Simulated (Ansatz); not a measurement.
# Direct or indirect: GaN (P6_3mc)

Space group P6_3mc (No. 186). a = 3.180 Å, b = 3.180 Å, c = 5.166 Å, α = 90.00°, β = 90.00°, γ = 120.00°
```json
{"atom": "Ga", "site": "2b", "symmetry": "3m.", "x": "0.6667", "y": "0.3333", "z": "0.5000"}
{"atom": "N", "site": "2b", "symmetry": "3m.", "x": "0.6667", "y": "0.3333", "z": "0.8750"}
```

Method: Ansatz, PBE, independent particles, without spin-orbit coupling, line width 0.1 eV (Gaussian). The band structure gives a fundamental gap of 1.96 eV. The spectrum of vertical transitions near the edge:

| E (eV) | Im ε, E ∥ xy | Im ε, E ∥ z |
| --- | --- | --- |
| 1.50 | 0.00 | 0.00 |
| 1.62 | 0.00 | 0.00 |
| 1.74 | 0.00 | 0.00 |
| 1.86 | 0.02 | 0.00 |
| 1.98 | 0.25 | 0.11 |
| 2.10 | 0.61 | 0.47 |
| 2.22 | 0.83 | 0.78 |
| 2.34 | 0.96 | 0.96 |
| 2.46 | 1.05 | 1.09 |
| 2.58 | 1.13 | 1.18 |
| 2.70 | 1.18 | 1.26 |
| 2.82 | 1.23 | 1.32 |
| 2.94 | 1.27 | 1.37 |
| 3.06 | 1.30 | 1.42 |
| 3.18 | 1.33 | 1.47 |

(1) Is the gap direct or indirect, and about where do vertical transitions set in?

## Answers

(1) Direct: the band path has its least direct gap at the fundamental one, 1.96 eV, and the curves rise from there. Lines are broadened by 0.1 eV, which spreads the edge.

[Logs are printed without paths, hosts, clocks, repeated set-up lines and the standing remarks that a program may print on its own settings, such as how far it seeks lower states.]
